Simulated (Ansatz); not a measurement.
**RbHPd (built on the sites of a database entry of LiHPd): from the cell to its phonons**

Wanted: phonon frequencies of RbHPd (built on the sites of a database entry of LiHPd) and what follows from them.

Main program and level: Ansatz 0.2.0; DFT PBEsol, scalar-relativistic, plane waves, PAW.

Most raw output is cut from this account.

The structure was built from a prototype and need not be the compound's stable phase.

### 1. The starting structure

Symmetry: P4/mmm, No. 123, tetragonal system. The conventional cell has a = 3.650 Å, b = 3.650 Å, c = 5.127 Å, α = 90.00°, β = 90.00°, γ = 90.00°. Nearest to Rb lie 2 H at 2.56 Å. H has 2 Rb at 2.56 Å and 4 Pd at 2.58 Å nearest. Nearest to Pd lie 4 H at 2.58 Å. Farther neighbours are not listed.

### 2. Bringing the structure to rest, k-mesh 12×12×8

The cell and atoms are relaxed, since residual forces and stress would shift the frequencies.

The input, input.yaml:

```yaml
crystal:
  lattice:
    - [3.64955, 0.0, 0.0]
    - [0.0, 3.64955, 0.0]
    - [0.0, 0.0, 5.12652]
  atoms:
    - { symbol: Rb, position: [0.5, 0.5, 0.5] }
    - { symbol: H, position: [0.5, 0.5, 0.0] }
    - { symbol: Pd, position: [0.0, 0.0, 0.0] }
kpoints:
  mp_grid: { grid: [12, 12, 8] }
hamiltonian:
  xc: pbesol
scf:
  occupations: { method: gaussian, width: 0.1 }
output:
  forces: true
  stress: true
  eigenvalues: true
  write_density: true
  write_potential: true
  elf: true
  volumetric_format: npy
relax:
  adjacent_minimum: "off"
  f_tol: 0.005
  max_steps: 80
  cell: { stress_tol: 0.05 }
```

Run with:

```sh
$ ansatz run input.yaml --threads 8 --pin off --max-ram 14336MiB --backend cpu --events-out ev --progress --plain --runs-dir out
```

The job ended after 12 s (8 threads of Intel Xeon Platinum 8259CL at 2.50GHz (Skylake/Cascade Lake), shared host; peak memory 0.6 GiB; 77 s of CPU time).

Step by step:

```tsv
step	energy less that of the first step (eV)	largest force component (eV/Å)	pressure (GPa)	volume (Å³)
1	0.0000	0.0000	-6.22	68.28
2	-0.4147	0.0000	-6.22	62.13
3	-0.7923	0.0000	-5.24	56.31
4	-1.0783	0.0000	-2.83	50.91
5	-1.1760	0.0000	1.76	46.62
6	-1.1827	0.0000	-0.59	48.48
7	-1.1838	0.0000	0.00	47.97
8*	-1.1816	0.0000	-0.01	47.97
```

Relaxation steps marked * repeat the geometry before them on a plane-wave basis chosen anew for their cell, so energy and pressure can jump there.

Forces are held to the 16 operations that the run works with; a distortion that breaks them can't arise in this run.

```tsv
cell as run	before	after	change
a (Å)	3.650	2.972	-18.6 %
b (Å)	3.650	2.972	-18.6 %
c (Å)	5.127	5.431	+5.9 %
volume (Å³/atom)	22.76	15.99	-29.7 %
```

The relaxed structure:

```cif
data_structure
_symmetry_space_group_name_H-M 'P 1'
_symmetry_Int_Tables_number 1
_cell_length_a 2.9722
_cell_length_b 2.9722
_cell_length_c 5.4308
_cell_angle_alpha 90.000
_cell_angle_beta 90.000
_cell_angle_gamma 90.000
_cell_volume 47.97
loop_
_atom_site_label
_atom_site_type_symbol
_atom_site_fract_x
_atom_site_fract_y
_atom_site_fract_z
_atom_site_occupancy
Rb1 Rb 0.50000 0.50000 0.50000 1
H2 H 0.50000 0.50000 0.00000 1
Pd3 Pd 0.00000 0.00000 0.00000 1
```

This step gave:

```yaml
pressure: -0.008813 GPa
volume_per_atom: 15.99 Å³
gap_on_the_k_mesh: 0 eV
```

Electrostatic potential energy in the ac plane at fractional y = 0.500, with atoms of Rb and H within 0.2 Å of it. With pseudopotentials it is smooth inside the atoms' cores, unlike the true potential.

Values in eV, 24 rows by 15 columns, each cell a mean:
```
  13   14   13   14   12   11   -4  -23  -23   -4   11   12   14   13   14
  14   14   14   14   14   12    9    3    3    9   12   14   14   14   14
  14   14   14   14   14   14   13   12   12   13   14   14   14   14   14
  14   15   15   14   14   14   14   13   13   14   14   14   14   15   15
  14   14   14   14   14   13   13   13   13   13   13   14   14   14   14
  14   14   13   13   13   12   11   11   11   11   12   13   13   13   14
  13   13   12   11   10    8    7    6    6    7    8   10   11   12   13
  11   11   10    9    6    2   -2   -5   -5   -2    2    6    9   10   11
  10   10    8    5   -1  -11  -25  -35  -35  -25  -11   -1    5    8   10
   9    8    6    1  -12  -37  -65  -84  -84  -65  -37  -12    1    6    8
   8    7    4   -4  -26  -65  -99 -105 -105  -99  -65  -26   -4    4    7
   8    7    3   -7  -34  -80 -105 -105 -105 -105  -80  -34   -7    3    7
   8    7    4   -5  -28  -68 -102 -105 -105 -102  -68  -28   -5    4    7
   9    8    5    0  -14  -40  -71  -91  -91  -71  -40  -14    0    5    8
  10   10    8    4   -2  -14  -29  -41  -41  -29  -14   -2    4    8   10
  11   11   10    8    5    1   -4   -8   -8   -4    1    5    8   10   11
  13   12   12   11    9    8    6    5    5    6    8    9   11   12   12
  14   13   13   13   12   11   11   10   10   11   11   12   13   13   13
  14   14   14   14   14   13   13   13   13   13   13   14   14   14   14
  14   15   15   14   14   14   14   14   14   14   14   14   14   15   15
  14   14   14   14   14   14   13   12   12   13   14   14   14   14   14
  14   14   14   14   14   12   10    5    5   10   12   14   14   14   14
  13   14   14   14   13   11   -2  -19  -19   -2   11   13   14   14   14
  13   13   13   14   12    8  -13  -39  -39  -13    8   12   14   13   13
```
Columns run along a (3.0 Å; values clipped at the 3rd and 97th percentile), rows up along c (5.4 Å). Atoms in or near the plane, at fractional coordinates: Rb at (0.50, 0.50), H at (0.50, 0.00).

Valence density in the ac plane at fractional y = 0.500, with atoms of Rb and H within 0.2 Å of it. It is the smooth field of the valence electrons, not physical close to the nuclei.

Values in e/Å³, 24 rows by 15 columns, each cell a mean:
```
0.2 0.2 0.2 0.2 0.3 0.4 0.6 0.9 0.9 0.6 0.4 0.3 0.2 0.2 0.2
0.2 0.2 0.2 0.2 0.2 0.3 0.4 0.4 0.4 0.4 0.3 0.2 0.2 0.2 0.2
0.2 0.2 0.1 0.1 0.2 0.2 0.2 0.2 0.2 0.2 0.2 0.2 0.1 0.1 0.2
0.1 0.1 0.1 0.1 0.1 0.1 0.1 0.1 0.1 0.1 0.1 0.1 0.1 0.1 0.1
0.1 0.1 0.1 0.1 0.1 0.1 0.1 0.1 0.1 0.1 0.1 0.1 0.1 0.1 0.1
0.1 0.1 0.1 0.1 0.1 0.1 0.1 0.1 0.1 0.1 0.1 0.1 0.1 0.1 0.1
0.1 0.1 0.1 0.1 0.2 0.2 0.3 0.3 0.3 0.3 0.2 0.2 0.1 0.1 0.1
0.1 0.1 0.1 0.2 0.3 0.5 0.7 0.8 0.8 0.7 0.5 0.3 0.2 0.1 0.1
0.1 0.1 0.2 0.4 0.7 1.1 1.4 1.6 1.6 1.4 1.1 0.7 0.4 0.2 0.1
0.1 0.1 0.3 0.6 1.1 1.7 2.0 2.1 2.1 2.0 1.7 1.1 0.6 0.3 0.1
0.1 0.2 0.4 0.8 1.5 2.0 2.0 1.7 1.7 2.0 2.0 1.5 0.8 0.4 0.2
0.1 0.2 0.4 0.9 1.6 2.1 1.8 1.2 1.2 1.8 2.1 1.6 0.9 0.4 0.2
0.1 0.2 0.4 0.8 1.5 2.1 2.0 1.6 1.6 2.0 2.1 1.5 0.8 0.4 0.2
0.1 0.1 0.3 0.6 1.1 1.7 2.0 2.1 2.1 2.0 1.7 1.1 0.6 0.3 0.1
0.1 0.1 0.2 0.4 0.7 1.1 1.5 1.7 1.7 1.5 1.1 0.7 0.4 0.2 0.1
0.1 0.1 0.1 0.2 0.4 0.6 0.8 0.9 0.9 0.8 0.6 0.4 0.2 0.1 0.1
0.1 0.1 0.1 0.1 0.2 0.3 0.3 0.4 0.4 0.3 0.3 0.2 0.1 0.1 0.1
0.1 0.1 0.1 0.1 0.1 0.1 0.1 0.2 0.2 0.1 0.1 0.1 0.1 0.1 0.1
0.1 0.1 0.1 0.1 0.1 0.1 0.1 0.1 0.1 0.1 0.1 0.1 0.1 0.1 0.1
0.1 0.1 0.1 0.1 0.1 0.1 0.1 0.1 0.1 0.1 0.1 0.1 0.1 0.1 0.1
0.2 0.1 0.1 0.1 0.2 0.2 0.2 0.2 0.2 0.2 0.2 0.2 0.1 0.1 0.1
0.2 0.2 0.2 0.2 0.2 0.3 0.3 0.4 0.4 0.3 0.3 0.2 0.2 0.2 0.2
0.2 0.2 0.2 0.2 0.3 0.4 0.6 0.8 0.8 0.6 0.4 0.3 0.2 0.2 0.2
0.2 0.2 0.2 0.2 0.3 0.4 0.7 1.2 1.2 0.7 0.4 0.3 0.2 0.2 0.2
```
Columns run along a (3.0 Å), rows up along c (5.4 Å). Atoms in or near the plane, at fractional coordinates: Rb at (0.50, 0.50), H at (0.50, 0.00).

ELF in the ac plane at fractional y = 0.500, with atoms of Rb and H within 0.2 Å of it. It is the smooth field of the valence electrons, not physical close to the nuclei.

Ten even steps from '_' (0.02) to '@' (0.99):
```
::::::--++%%@@@@@@@@%%++--::::
::::::::==##@@@@@@@@##==::::::
::::::::--++##%%%%##++--::::::
::::::::::--========--::::::::
..............................
......____________________....
______________________________
________..::--====--::..______
______::==**##%%%%##**==::____
____..==##%%%%%%%%%%%%##==..__
____--##%%%%%%%%%%%%%%%%##--__
__..++%%%%%%##++++##%%%%%%++..
__..**%%%%##==....==##%%%%**..
__..**%%%%##::____::##%%%%**..
__..**%%%%##==....==##%%%%**..
__..++%%%%%%##++++##%%%%%%++..
____--##%%%%%%%%%%%%%%%%##--__
____..==##%%%%%%%%%%%%##==..__
______::==**##%%%%##**==::____
________..::--====--::..______
______________________________
......____________________....
..............................
::::::::::--========--::::::::
::::::::--++##%%%%##++--::::::
::::::::==##@@@@@@@@##==::::::
::::::--++%%@@@@@@@@%%++--::::
::::::--++%%@@@@@@@@%%++--::::
```
Columns run along a (3.0 Å), rows up along c (5.4 Å). Atoms in or near the plane, at fractional coordinates: Rb at (0.50, 0.50), H at (0.50, 0.00).

In this step the volume went from 22.76 to 15.99 Å³/atom.

### 3. Bringing the structure to rest, k-mesh 14×14×8

The relaxation is repeated from its end, on the mesh and smearing that suit the cell and gap now reached.

input.yaml, the sections that differ from step 2:

```yaml
crystal:
  lattice:
    - [2.972163909, 0.0, 0.0]
    - [0.0, 2.972163909, 0.0]
    - [0.0, 0.0, 5.4308435516]
  atoms:
    - { symbol: Rb, position: [0.5, 0.5, 0.5] }
    - { symbol: H, position: [0.5, 0.5, 0.0] }
    - { symbol: Pd, position: [0.0, 0.0, 0.0] }
kpoints:
  mp_grid: { grid: [14, 14, 8] }
# hamiltonian, scf, output, relax: as in step 2
```

Run time: 3.7 s. Hardware: 8 threads; peak memory 0.56 GiB; 23 s of CPU time.

Step by step:

```tsv
step	energy less that of the first step (eV)	largest force component (eV/Å)	pressure (GPa)	volume (Å³)
1	0.0000	0.0000	-0.05	47.97
2	0.0000	0.0000	0.03	47.90
3*	0.0000	0.0000	0.03	47.90
```

Relaxation steps marked * repeat the geometry before them on a plane-wave basis chosen anew for their cell, so energy and pressure can jump there.

Forces are held to the 16 operations that the run works with; a distortion that breaks them can't arise in this run.

```tsv
conventional cell, symmetrised	before	after	change
a (Å)	2.972	2.971	-0.0 %
b (Å)	2.972	2.971	-0.0 %
c (Å)	5.431	5.425	-0.1 %
volume (Å³/atom)	15.99	15.97	-0.2 %
```

Final coordinates:

```
Rb H Pd
1.0
     2.97140    0.00000    0.00000
     0.00000    2.97140    0.00000
     0.00000    0.00000    5.42470
Rb H Pd
1 1 1
Cartesian
  1.4857 1.4857 2.7124
  1.4857 1.4857 0.0000
  0.0000 0.0000 0.0000
```

Numbers from this step:

- pressure: 0.03349 GPa
- volume per atom: 15.97 Å³

In this step the volume went from 15.99 to 15.97 Å³/atom.

### 4. Relaxing to small forces for the phonons

Phonons need a cell at rest on their own settings, so the relaxation is repeated with tight tolerances on forces and stress on the k mesh and occupations of the first response run.

The input, input.yaml:

```yaml
crystal:
  lattice:
    - [2.9714022828, 0.0, 0.0]
    - [0.0, 2.9714022828, 0.0]
    - [0.0, 0.0, 5.4247017567]
  atoms:
    - { symbol: Rb, position: [0.5, 0.5, 0.5] }
    - { symbol: H, position: [0.5, 0.5, 0.0] }
    - { symbol: Pd, position: [0.0, 0.0, 0.0] }
kpoints:
  mp_grid: { grid: [16, 16, 8] }
hamiltonian:
  xc: pbesol
scf:
  occupations: { method: methfessel_paxton, width: 0.2 }
output:
  forces: true
  stress: true
  eigenvalues: true
relax:
  adjacent_minimum: "off"
  f_tol: 0.001
  max_steps: 60
  cell: { stress_tol: 0.01 }
```

Wall time 5.5 s (8 threads); peak memory 0.59 GiB.

The steps of the relaxation:

```tsv
step	energy less that of the first step (eV)	largest force component (eV/Å)	pressure (GPa)	volume (Å³)
1	0.0000	0.0000	0.04	47.90
2	-0.0001	0.0000	-0.05	48.00
3	-0.0001	0.0000	0.00	47.95
4*	-0.0001	0.0000	0.00	47.95
```

Relaxation steps marked * repeat the geometry before them on a plane-wave basis chosen anew for their cell, so energy and pressure can jump there.

Forces are held to the 16 operations that the run works with; a distortion that breaks them can't arise in this run.

```tsv
conventional cell, symmetrised	before	after	change
a (Å)	2.971	2.969	-0.1 %
b (Å)	2.971	2.969	-0.1 %
c (Å)	5.425	5.438	+0.3 %
volume (Å³/atom)	15.97	15.98	+0.1 %
```

The relaxed structure:

```xyz
3
Lattice="2.9692 0.0000 0.0000 0.0000 2.9692 0.0000 0.0000 0.0000 5.4385" Properties=species:S:1:pos:R:3 pbc="T T T"
Rb    1.4846    1.4846    2.7192
H     1.4846    1.4846    0.0000
Pd    0.0000    0.0000    0.0000
```

Numbers from this step:

| Quantity | Value |
| --- | --- |
| pressure | 0.004787 GPa |
| volume per atom | 15.98 Å³ |

The forces vanish by symmetry and the pressure is 0.005 GPa, within the tolerances set. The cell now holds 15.98 Å³/atom.

### 5. Modes at Γ

The zone centre comes first: it holds the modes that light can see, as far as symmetry allows. No field response is asked, since the mesh shows no gap.

input.yaml, the sections that differ from step 4:

```yaml
crystal:
  lattice:
    - [2.9691684273, 0.0, 0.0]
    - [0.0, 2.9691684273, 0.0]
    - [0.0, 0.0, 5.4384714041]
  atoms:
    - { symbol: Rb, position: [0.5, 0.5, 0.5] }
    - { symbol: H, position: [0.5, 0.5, 0.0] }
    - { symbol: Pd, position: [0.0, 0.0, 0.0] }
output:
  eigenvalues: true
phonons:
  method: dfpt
# kpoints, hamiltonian, scf: as in step 4
# relax: removed
```

The job ended after 26 s (8 threads; peak memory 1.2 GiB).

This step gave:

```
sum-rule residual before enforcement                    : 7.40e-5 eV/Å²
point group                                             : 4/mmm
highest optical mode at the zone centre (no LO-TO term) : 957.9 cm⁻¹
lowest optical zone-centre mode                         : -525.8 cm⁻¹
```

Patterns of degenerate modes are one choice out of their space. The modes at Γ (shares of kinetic energy by element, %) (negative means imaginary):

```tsv
mode	frequency (cm⁻¹)	symmetry	Rb %	H %	Pd %
1	-525.8	Eu	0	99	1
2	-525.8	Eu	0	99	1
3	0.0	acoustic	44	1	55
4	0.0	acoustic	44	1	55
5	0.0	acoustic	44	1	55
6	49.1	Eu	56	0	44
7	49.1	Eu	56	0	44
8	123.0	A2u	55	0	45
9	957.9	A2u	0	99	0
```

Displacements in mode 1 (-525.8 cm⁻¹), the largest set to 1:
```
Rb1  0.00  0.00  0.00
H2   1.00  0.00  0.00
Pd3 -0.01  0.00  0.00
```

Displacements in mode 8 (123.0 cm⁻¹), the largest set to 1:
```
Rb1  0.00  0.00  1.00
H2   0.00  0.00  0.02
Pd3  0.00  0.00 -0.80
```

Before it was imposed, the acoustic sum rule was missed by 7.4e-5 eV/Å². Small misses are needed for a sound result but don't prove that mesh and cutoff are converged. The lowest optical mode is imaginary, 525.8i cm⁻¹, so the energy falls along it.

### 6. The dispersion

Stability and thermal properties need the whole zone. Linear response on a 4×4×2 q mesh gives force constants as far as a supercell of that size would.

Changes to input.yaml since step 5:

```diff
@@ -19 +19,9 @@
   method: dfpt
+  qmesh: [4, 4, 2]
+  temperatures: { t_max: 1000, t_step: 50 }
+  qpath:
+    path:
+      - [[0.0, 0.0, 0.0], [0.0, 0.5, 0.0], [0.5, 0.5, 0.0], [0.0, 0.0, 0.0], [0.0, 0.0, 0.5], [0.0, 0.5, 0.5], [0.5, 0.5, 0.5], [0.0, 0.0, 0.5]]
+      - [[0.0, 0.5, 0.0], [0.0, 0.5, 0.5]]
+      - [[0.5, 0.5, 0.0], [0.5, 0.5, 0.5]]
+    npoints: 10
```

It took 7.3 min on 8 threads; peak memory 2.6 GiB.

Numbers from this step:

```yaml
sum_rule_residual_before_enforcement: 7.58e-5 eV/Å²
lowest_frequency_on_the_path: -614.9 cm⁻¹
highest_frequency_on_the_path_or_at_a_solved_wavevector: 957.9 cm⁻¹
lowest_mode_on_the_q_mesh_acoustic_modes_at_gamma_apart: -614.9 cm⁻¹
```

Frequencies (cm⁻¹) solved at each irreducible wavevector; negative means imaginary. Frequencies by wavevector, by row:

```tsv
q in reciprocal lattice units	star	mode 1	mode 2	mode 3	mode 4	mode 5	mode 6	mode 7	mode 8	mode 9
0 0 0	1	-525.8	-525.8	0	0	0	49.1	49.1	123	957.9
0 0 -0.5	1	-525.3	-525.3	30.6	30.6	32.3	32.3	92.9	119.6	951.8
0 0.25 0	4	-566.7	-298.3	12.2	32.2	45.1	115.2	115.3	145	931.7
0 0.25 -0.5	4	-566.8	-301.6	29.7	34.2	82.2	98.8	125.1	142.8	932
0 -0.5 0	2	-614.9	19.5	39.5	47.7	112.1	124.1	200.5	371.3	906.3
0 -0.5 -0.5	2	-614.2	21.1	37	67.5	111.4	128.6	203.6	365.4	908.6
0.25 0.25 0	4	-438.6	-249.3	29.6	89.1	113.9	137.7	145.5	151.9	920.7
0.25 0.25 -0.5	4	-437.9	-249.4	64.2	100	106.8	137.3	145.2	150.3	923.5
0.25 -0.5 0	4	-321.8	-48.7	15.2	120	134.5	142.3	199.4	338.8	912.2
0.25 -0.5 -0.5	4	-319.6	-47.1	55.8	118.8	137.9	139.9	198	335.9	917.3
-0.5 -0.5 0	1	-56	-56	-43.8	131.2	195.6	195.6	259.2	259.2	911.4
-0.5 -0.5 -0.5	1	-52.4	-52.4	35.2	132	193.9	193.9	257.7	257.7	915.4
```

[end of part 1 of 2]

[Logs are printed without paths, hosts, clocks, repeated set-up lines and the standing remarks that a program may print on its own settings, such as how far it seeks lower states.]

[Hosts, paths, dates, database ids (printed as entryN), source tags and the programs' standing remarks are cut or masked in the printed files.]
